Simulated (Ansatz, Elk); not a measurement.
**Bonding as seen by X-rays: KAg**

The structure of KAg used here is made up (a known structure type with other elements) and was relaxed beforehand with r2SCAN. The aim is the Fourier transform of its all-electron density, F(hkl), set beside the sum over free spherical atoms that refinements use.

Main program and level: Elk 11.2.3 (patched build); DFT, PBE, all-electron APW+lo, Dirac cores, scalar-relativistic bands, static density, no spin.

The structure was built from a prototype and need not be the compound's stable phase.

**1. Starting point**

It takes space group P4/mmm (No. 123, tetragonal). The conventional cell has a = 4.093 Å, b = 4.093 Å, c = 3.938 Å, α = 90.00°, β = 90.00°, γ = 90.00°. Nearest to Ag lie 8 K at 3.50 Å. K has 8 Ag at 3.50 Å nearest. Farther neighbours are not listed.

**2. Ground state and structure factors**

An all-electron density is needed, since X-rays see the cores too. Task 0 finds the density and task 195 Fourier-transforms it; tshift is off so that phases refer to the origin typed.

elk.in

```
tasks
  0
  195

xctype
  20

spinpol
  .false.

rgkmax
  7.0

gmaxvr
  14.0

lmaxo
  7

lmaxapw
  8

swidth
  0.002

tshift
  .false.

ramdisk
  .false.

hmaxvr
  5.5

maxscl
  120

epspot
  1e-06

sppath
  './'

avec
  7.73512285091 -0.00000000000 0.00000000000
  -0.00000000000 7.73512285091 0.00000000000
  0.00000000000 0.00000000000 7.44138784830

atoms
  2
  'Ag.in'
  1
  -0.0000000000 0.0000000000 0.0000000000   0.000000 0.000000 0.000000
  'K.in'
  1
  0.5000000000 0.5000000000 0.5000000000   0.000000 0.000000 0.000000

ngridk
  6 6 6
```

Launch:

```bash
OMP_NUM_THREADS=4 elk
```

Numbers of over 12 decimals in the logs are rounded to 6 here.

Log:

```text
┌─────────────────────────┐
│ Elk code version 11.2.3 │
└─────────────────────────┘

All units are atomic (Hartree, Bohr, etc.)

┌─────────────────────────────────────────────────┐
│ Ground-state run starting from atomic densities │
└─────────────────────────────────────────────────┘

Lattice vectors :
   7.735122851      -0.000000000       0.000000000
  -0.000000000       7.735122851       0.000000000
   0.000000000       0.000000000       7.441387848

Reciprocal lattice vectors :
  0.8122928916       0.000000000      -0.000000000
   0.000000000      0.8122928916      -0.000000000
  -0.000000000      -0.000000000      0.8443566490

Unit cell volume      :    445.2340518
Brillouin zone volume :   0.5571231860

Muffin-tin inner radius fraction :   0.1000000000E-01

Nuclei treated as point charges

Species : 1 (Ag)
 parameters loaded from : Ag.in
 name : silver
 nuclear charge    :   -47.00000000
 electronic charge :    47.00000000
 atomic mass :    196631.6998
 muffin-tin radius :    2.600000000
 number of radial points in muffin-tin :   1193
 inner part over the whole radius :   0.9869554211E-02
 number on inner part of muffin-tin    :    849
 approximate nuclear radius :   0.8648227117E-04
 number of mesh points to nuclear radius :    425
 atomic positions (lattice), magnetic fields (Cartesian) :
  1 :   0.00000000  0.00000000  0.00000000    0.00000000  0.00000000  0.00000000

Species : 2 (K)
 parameters loaded from : K.in
 name : potassium
 nuclear charge    :   -19.00000000
 electronic charge :    19.00000000
 atomic mass :    71271.84090
 muffin-tin radius :    2.400000000
 number of radial points in muffin-tin :    993
 inner part over the whole radius :   0.9891652203E-02
 number on inner part of muffin-tin    :    697
 approximate nuclear radius :   0.6514746337E-04
 number of mesh points to nuclear radius :    319
 atomic positions (lattice), magnetic fields (Cartesian) :
  1 :   0.50000000  0.50000000  0.50000000    0.00000000  0.00000000  0.00000000

Total number of atoms per unit cell :    2
Total muffin-tin volume :    131.5280124
 ratio of muffin-tin to unit cell volume :   0.2954131920

Spin treatment :
 spin-unpolarised

Number of Bravais lattice symmetries :   16
Number of crystal symmetries         :   16
Crystal has inversion symmetry
Real symmetric eigensolver will be used

k-point grid :      6     6     6
k-point offset :    0.000000000       0.000000000       0.000000000
k-point set is reduced with full crystal symmetry group
Total number of k-points :       40

Muffin-tin radius times maximum |G+k| :    7.000000000
 using average radius
Maximum |G+k| for APW functions       :    2.800000000
Maximum (1/2)|G+k|²                   :    3.920000000
Maximum |G| for potential and density :    14.00000000
Constant for pseudocharge density :    9
 order of it for each species :   16  16
 order of it for pair densities of each species (exact exchange by exxq0 0: 17) :   11   9
Radial integration step length :    1

G-vector grid sizes :     35    35    35
Number of G-vectors :    20653

Maximum angular momentum used for
 APW functions            :    8
 outer part of muffin-tin :    7
 inner part of muffin-tin :    2

Total nuclear charge    :   -66.00000000
Total core charge       :    38.00000000
Total valence charge    :    28.00000000
Total excess charge     :    0.000000000
Total electronic charge :    66.00000000

Effective Wigner radius, rₛ :    1.172155624

Number of empty states         :      8
Total number of valence states :     23
Total number of core states    :     38

Third-order local-orbitals added for an l without core states : T
Total number of local-orbitals :     26

Exchange-correlation functional :     20     0     0
 Perdew-Burke-Ernzerhof, Phys. Rev. Lett. 77, 3865 (1996)
 gradient requirement :    1
 generalised gradient approximation (GGA)

Smearing type :    3
 Fermi-Dirac
Smearing width :   0.2000000000E-02
Effective electronic temperature (K) :    631.5500496

Mixing type :    3
[...]
Madelung                    :     -7167.9846413381
 xc potential                :     -236.31427295062
 exchange                    :     -179.49364278303
 correlation                 :     -3.242522
 electron entropic           :    -0.20235735211315E-03
 total energy                :     -5919.7430217308

Density of states at Fermi energy :    16.14763247
 (states/Hartree/unit cell)

Estimated indirect band gap :   0.1227032672E-02
 from k-point 7 to k-point 14
Estimated direct band gap   :   0.4100764350E-01
 at k-point 32

Charges :
 core                        :    38.00000000
 valence                     :    28.00000000
 interstitial                :    2.661643564
 muffin-tins (core leakage)
  species : 1 (Ag)
   atom 1                    :    45.75651326     ( -0.3322492752E-06)
  species : 2 (K)
   atom 1                    :    17.58184317     ( -0.1024873697E-06)
 total in muffin-tins        :    63.33835644
 total calculated charge     :    65.99996733
 total charge                :    66.00000000
 error                       :   0.3267365352E-04

RMS change in Kohn-Sham potential (target) :   0.2495785782     (  0.1000000000E-05)
Absolute change in total energy (target)   :   0.1420436841     (  0.1000000000E-03)

[... loops 3 to 13 left out ...]

┌──────────────────┐
│ Loop number : 14 │
└──────────────────┘

Energies :
 Fermi                       :     0.88266293653689E-01
 sum of occupied eigenvalues :     -3538.5311925180
 electron kinetic            :      6169.5604796456
 core electron kinetic       :      5938.2866166028
 Coulomb                     :     -11906.065397474
 Coulomb potential           :     -9469.8378896347
 nuclear-nuclear             :     -571.16511078694
 electron-nuclear            :     -13211.002937812
 Hartree                     :      1876.1026511243
 Madelung                    :     -7171.1464526570
 xc potential                :     -238.25378252889
 exchange                    :     -179.66377542830
 correlation                 :     -3.245425
 electron entropic           :    -0.14858269686528E-03
 total energy                :     -5919.4142670594

Density of states at Fermi energy :    11.88896477
 (states/Hartree/unit cell)

Estimated indirect band gap :   0.1166493044E-02
 from k-point 7 to k-point 14
Estimated direct band gap   :   0.4854074988E-01
 at k-point 32

Charges :
 core                        :    38.00000000
 valence                     :    28.00000000
 interstitial                :    2.534764584
 muffin-tins (core leakage)
  species : 1 (Ag)
   atom 1                    :    45.86678160     ( -0.3322735935E-06)
  species : 2 (K)
   atom 1                    :    17.59845381     ( -0.1016618558E-06)
 total in muffin-tins        :    63.46523542
 total calculated charge     :    65.99996708
 total charge                :    66.00000000
 error                       :   0.3291838701E-04

RMS change in Kohn-Sham potential (target) :   0.1218041854E-06 (  0.1000000000E-05)
Absolute change in total energy (target)   :   0.2678201326E-04 (  0.1000000000E-03)

Convergence targets achieved

┌──────────────────┐
│ Loop number : 15 │
└──────────────────┘

Energies :
 Fermi                       :     0.88266354241507E-01
 sum of occupied eigenvalues :     -3538.5311870731
 electron kinetic            :      6169.5604828192
 core electron kinetic       :      5938.2866184264
 Coulomb                     :     -11906.065396304
 Coulomb potential           :     -9469.8378894890
 nuclear-nuclear             :     -571.16511078694
 electron-nuclear            :     -13211.002935444
 Hartree                     :      1876.1026499268
 Madelung                    :     -7171.1464515597
 xc potential                :     -238.25378040325
 exchange                    :     -179.66377539323
 correlation                 :     -3.245425
 electron entropic           :    -0.14858270745777E-03
 total energy                :     -5919.4142626867

Density of states at Fermi energy :    11.88896487
 (states/Hartree/unit cell)

Estimated indirect band gap :   0.1166493229E-02
 from k-point 7 to k-point 14
Estimated direct band gap   :   0.4854073831E-01
 at k-point 32

Charges :
 core                        :    38.00000000
 valence                     :    28.00000000
 interstitial                :    2.534764576
 muffin-tins (core leakage)
  species : 1 (Ag)
   atom 1                    :    45.86678155     ( -0.3322737498E-06)
  species : 2 (K)
   atom 1                    :    17.59845387     ( -0.1016626090E-06)
 total in muffin-tins        :    63.46523542
 total calculated charge     :    65.99996708
 total charge                :    66.00000000
 error                       :   0.3291835060E-04

┌──────────────────────────────┐
│ Self-consistent loop stopped │
└──────────────────────────────┘

Wrote STATE.OUT
```

Elapsed: 18 s, on 4 threads of Arm Neoverse N1, shared host; peak memory 0.16 GiB; 43 s of CPU time.

SFACRHO.OUT:

```text

h k l indices transformed by vhmat matrix:
   1.000000000       0.000000000       0.000000000    
   0.000000000       1.000000000       0.000000000    
   0.000000000       0.000000000       1.000000000    

      h      k      l  multipl.   |H|            Re(F)            Im(F)           |F|

      0      0      0      1   0.0000000       66.000000      0.13883141E-16   66.000000    
     -1      0      0      4  0.81229289       26.716448     -0.18665363E-14   26.716448    
      0      0      1      2  0.84435665       26.570373      0.16338653E-14   26.570373    
      1     -1      0      4   1.1487556       54.216094      0.49850382E-16   54.216094    
      0     -1      1      8   1.1716475       53.899187      0.25096017E-14   53.899187    
     -1      1      1      8   1.4256850       23.759679      0.16137914E-14   23.759679    
      0      2      0      4   1.6245858       47.794131     -0.30526650E-14   47.794131    
      0      0      2      2   1.6887133       46.981035     -0.28628223E-14   46.981035    
      2      1      0      8   1.8163421       22.086159      0.43670634E-14   22.086159    
      0     -2      1      8   1.8309061       22.024239     -0.14834205E-14   22.024239    
     -1      0     -2      8   1.8739190       21.845263     -0.42595202E-14   21.845263    
      2      1     -1     16   2.0030070       43.242251     -0.27705954E-14   43.242251    
      1      1      2      8   2.0423986       42.800469     -0.53435949E-14   42.800469    
     -2     -2      0      4   2.2975112       40.122344      0.49292948E-14   40.122344    
     -2      0     -2      8   2.3432950       39.671436      0.48889050E-14   39.671436    
      0      3      0      4   2.4368787       19.535655      0.34721183E-14   19.535655    
     -2      2      1      8   2.4477533       19.492559      0.11836008E-14   19.492559    
      1     -2     -2     16   2.4800910       19.364380     -0.35286076E-14   19.364380
```

Elk indexes on the primitive cell of elk.in and gives |H| = 4π sin θ/λ in inverse bohr. Below, one row stands for each form hkl of the conventional cell (m members, Friedel mates merged), F is for one primitive cell and the density is static (no thermal factor). Free-atom factors are Waasmaier and Kirfel's, and R is Σm||F|−|F'||/Σm|F|.

| hkl | m | sin θ/λ (Å⁻¹) | abs F, DFT | neutral atoms | diff. |
| --- | --- | --- | --- | --- | --- |
| 100 | 4 | 0.122 | 26.716 | 26.690 | +0.026 |
| 001 | 2 | 0.127 | 26.570 | 26.561 | +0.009 |
| 110 | 4 | 0.173 | 54.216 | 54.354 | -0.138 |
| 101 | 8 | 0.176 | 53.899 | 54.042 | -0.143 |
| 111 | 8 | 0.214 | 23.760 | 23.994 | -0.235 |
| 200 | 4 | 0.244 | 47.794 | 47.947 | -0.152 |
| 002 | 2 | 0.254 | 46.981 | 47.121 | -0.140 |
| 210 | 8 | 0.273 | 22.086 | 22.229 | -0.143 |
| 201 | 8 | 0.275 | 22.024 | 22.164 | -0.140 |
| 102 | 8 | 0.282 | 21.845 | 21.973 | -0.127 |
| 211 | 16 | 0.301 | 43.242 | 43.303 | -0.060 |
| 112 | 8 | 0.307 | 42.800 | 42.854 | -0.054 |
| 220 | 4 | 0.345 | 40.122 | 40.123 | -0.001 |
| 202 | 8 | 0.352 | 39.671 | 39.666 | +0.005 |

**3. The highest occupied states alone**

An energy window below the Fermi level keeps the highest occupied states, to see at which angles they scatter; shallow core shells can lie inside it and anion s states outside. No new self-consistency is needed.

Changes to elk.in since step 2:

```diff
@@ -1,3 +1,2 @@
 tasks
-  0
   195
@@ -40,2 +39,5 @@
 
+wsfac
+  -0.352730 0.388270
+
 sppath
```

Launch:

```bash
OMP_NUM_THREADS=4 elk
```

Log:

```text
┌─────────────────────────────────┐
│ Elk code version 11.2.3 started │
└─────────────────────────────────┘

Info(readinput): the functional depends on the density's gradient
 muffin-tin radial points multiplied by    2.00000
 (not where nrmtscf is given)

┌────────────────────┐
│ Current task : 195 │
└────────────────────┘

Info(sfacrho): density structure factors written to SFACRHO.OUT

 Energy window :  -0.3527300000      0.3882700000

┌──────────────────┐
│ Elk code stopped │
└──────────────────┘
```

Run time: 8 s. Hardware: 4 threads; peak memory 0.16 GiB.

States within 12 eV below the Fermi level hold 12.00 electrons; any levels below the window count with the cores. Their amplitudes can exceed the total, where window and core parts have opposite phase:

| hkl | sin θ/λ (Å⁻¹) | abs F, window | abs F, all |
| --- | --- | --- | --- |
| 100 | 0.122 | 7.990 | 26.716 |
| 001 | 0.127 | 7.800 | 26.570 |
| 110 | 0.173 | 5.998 | 54.216 |
| 101 | 0.176 | 5.874 | 53.899 |
| 111 | 0.214 | 4.476 | 23.760 |
| 200 | 0.244 | 3.696 | 47.794 |
| 002 | 0.254 | 3.440 | 46.981 |
| 210 | 0.273 | 2.881 | 22.086 |
| 201 | 0.275 | 2.829 | 22.024 |
| 102 | 0.282 | 2.683 | 21.845 |

**4. Another functional**

The difference from free atoms is small, so it is set against the change that LDA (Perdew-Wang) makes.

Changes to elk.in since step 3:

```diff
@@ -1,2 +1,3 @@
 tasks
+  0
   195
@@ -4,3 +5,3 @@
 xctype
-  20
+  3
 
@@ -39,5 +40,2 @@
 
-wsfac
-  -0.352730 0.388270
-
 sppath
```

Launch:

```bash
OMP_NUM_THREADS=4 elk
```

Log:

```text
┌─────────────────────────┐
│ Elk code version 11.2.3 │
└─────────────────────────┘

All units are atomic (Hartree, Bohr, etc.)

┌─────────────────────────────────────────────────┐
│ Ground-state run starting from atomic densities │
└─────────────────────────────────────────────────┘

Lattice vectors :
   7.735122851      -0.000000000       0.000000000
  -0.000000000       7.735122851       0.000000000
   0.000000000       0.000000000       7.441387848

Reciprocal lattice vectors :
  0.8122928916       0.000000000      -0.000000000
[...]
Charges :
 core                        :    38.00000000
 valence                     :    28.00000000
 interstitial                :    2.561158267
 muffin-tins (core leakage)
  species : 1 (Ag)
   atom 1                    :    45.85524235     ( -0.5336293086E-05)
  species : 2 (K)
   atom 1                    :    17.58359938     ( -0.3353643175E-05)
 total in muffin-tins        :    63.43884173
 total calculated charge     :    65.99997472
 total charge                :    66.00000000
 error                       :   0.2527669389E-04

┌──────────────────────────────┐
│ Self-consistent loop stopped │
└──────────────────────────────┘

Wrote STATE.OUT
[key lines of the parts left out:]
total energy                :     -5913.0150719050
```

Run time: 11 s. Hardware: 4 threads; peak memory 0.16 GiB; 26 s of CPU time.

Against the first run R = 0.03 %; the largest change is -0.028 at 101.

**5. A coarser k-mesh**

About half the k-points along each axis test the sampling.

Changes to elk.in since step 4:

```diff
@@ -5,3 +5,3 @@
 xctype
-  3
+  20
 
@@ -58,2 +58,2 @@
 ngridk
-  6 6 6
+  3 3 3
```

Launch:

```bash
OMP_NUM_THREADS=4 elk
```

Log:

```text
┌─────────────────────────┐
│ Elk code version 11.2.3 │
└─────────────────────────┘

All units are atomic (Hartree, Bohr, etc.)

┌─────────────────────────────────────────────────┐
│ Ground-state run starting from atomic densities │
└─────────────────────────────────────────────────┘

Lattice vectors :
   7.735122851      -0.000000000       0.000000000
  -0.000000000       7.735122851       0.000000000
   0.000000000       0.000000000       7.441387848

Reciprocal lattice vectors :
  0.8122928916       0.000000000      -0.000000000
[...]
Charges :
 core                        :    38.00000000
 valence                     :    28.00000000
 interstitial                :    2.548807055
 muffin-tins (core leakage)
  species : 1 (Ag)
   atom 1                    :    45.85390725     ( -0.3322741691E-06)
  species : 2 (K)
   atom 1                    :    17.59728569     ( -0.1016198681E-06)
 total in muffin-tins        :    63.45119294
 total calculated charge     :    65.99993695
 total charge                :    66.00000000
 error                       :   0.6304539411E-04

┌──────────────────────────────┐
│ Self-consistent loop stopped │
└──────────────────────────────┘

Wrote STATE.OUT
[key lines of the parts left out:]
total energy                :     -5919.4206640869
```

Elapsed: 13 s, on 4 threads; peak memory 0.16 GiB.

Against the first run R = 0.01 %; the largest change is -0.018 at 001.

**6. Basis size**

A smaller basis shows how fast F responds to it; the change is likely larger than the basis error of the first run, but doesn't show convergence.

Changes to elk.in since step 5:

```diff
@@ -11,3 +11,3 @@
 rgkmax
-  7.0
+  5.5
 
@@ -58,2 +58,2 @@
 ngridk
-  3 3 3
+  6 6 6
```

Launch:

```bash
OMP_NUM_THREADS=4 elk
```

Log:

```text
┌─────────────────────────┐
│ Elk code version 11.2.3 │
└─────────────────────────┘

All units are atomic (Hartree, Bohr, etc.)

┌─────────────────────────────────────────────────┐
│ Ground-state run starting from atomic densities │
└─────────────────────────────────────────────────┘

Lattice vectors :
   7.735122851      -0.000000000       0.000000000
  -0.000000000       7.735122851       0.000000000
   0.000000000       0.000000000       7.441387848

Reciprocal lattice vectors :
  0.8122928916       0.000000000      -0.000000000
[...]
Charges :
 core                        :    38.00000000
 valence                     :    28.00000000
 interstitial                :    2.644246650
 muffin-tins (core leakage)
  species : 1 (Ag)
   atom 1                    :    45.79388298     ( -0.3322705062E-06)
  species : 2 (K)
   atom 1                    :    17.56187037     ( -0.1018139724E-06)
 total in muffin-tins        :    63.35575335
 total calculated charge     :    66.00005981
 total charge                :    66.00000000
 error                       :   0.5981161520E-04

┌──────────────────────────────┐
│ Self-consistent loop stopped │
└──────────────────────────────┘

Wrote STATE.OUT
[key lines of the parts left out:]
total energy                :     -5919.3165825967
```

Run time: 17 s. Hardware: 4 threads; peak memory 0.16 GiB.

Against the first run R = 0.03 %; the largest change is +0.044 at 202.

**7. Settings against the effect**

| run | R against the first run (%) | R against neutral atoms, low angle (%) | wall time |
| --- | --- | --- | --- |
| PBE, rgkmax 7 | 0.00 | 0.43 | 18 s |
| LDA (Perdew-Wang) | 0.03 | 0.46 | 11 s |
| k-mesh 3×3×3 | 0.01 | 0.44 | 13 s |
| rgkmax 5.5 | 0.03 | 0.44 | 17 s |

**8. Results**

| Property | Result |
| --- | --- |
| R against neutral atoms, sin θ/λ < 0.3 Å⁻¹ | 0.43 % |
| R against neutral atoms, 0.3 to 0.83 Å⁻¹ | 0.18 % |

Independent neutral atoms miss the calculated amplitudes by R = 0.43 % below 0.3 Å⁻¹ and 0.18 % from there to 0.83 Å⁻¹; by shells, 0.08 % below 0.15 Å⁻¹ (2 forms), 0.47 % 0.15 to 0.3 (8 forms), 0.11 % 0.3 to 0.45 (16 forms), 0.19 % above 0.45 (96 forms). Bonding, aspherical density and the tables' own atoms all enter these figures, and the runs don't part them. The largest change of an amplitude is -0.23 electrons, at 111. The window's part falls from 12.0 electrons at the origin to at most 0.34 between 0.45 and 0.83 Å⁻¹. Below 0.3 Å⁻¹ the changes that finished (LDA (Perdew-Wang), k-mesh 3×3×3 and rgkmax 5.5) move F by R = 0.05 % at most, against the 0.43 % that separates it from free atoms. These runs have no spin, though d or f shells may be open. Part of the difference isn't bonding: the tables are fits to free atoms and ions calculated by other methods than this functional. Thermal motion, anomalous dispersion and extinction are left out.

[Logs are printed without paths, hosts, clocks, repeated set-up lines and the standing remarks that a program may print on its own settings, such as how far it seeks lower states.]

[Hosts, paths, dates, database ids (printed as entryN), source tags and the programs' standing remarks are cut or masked in the printed files.]
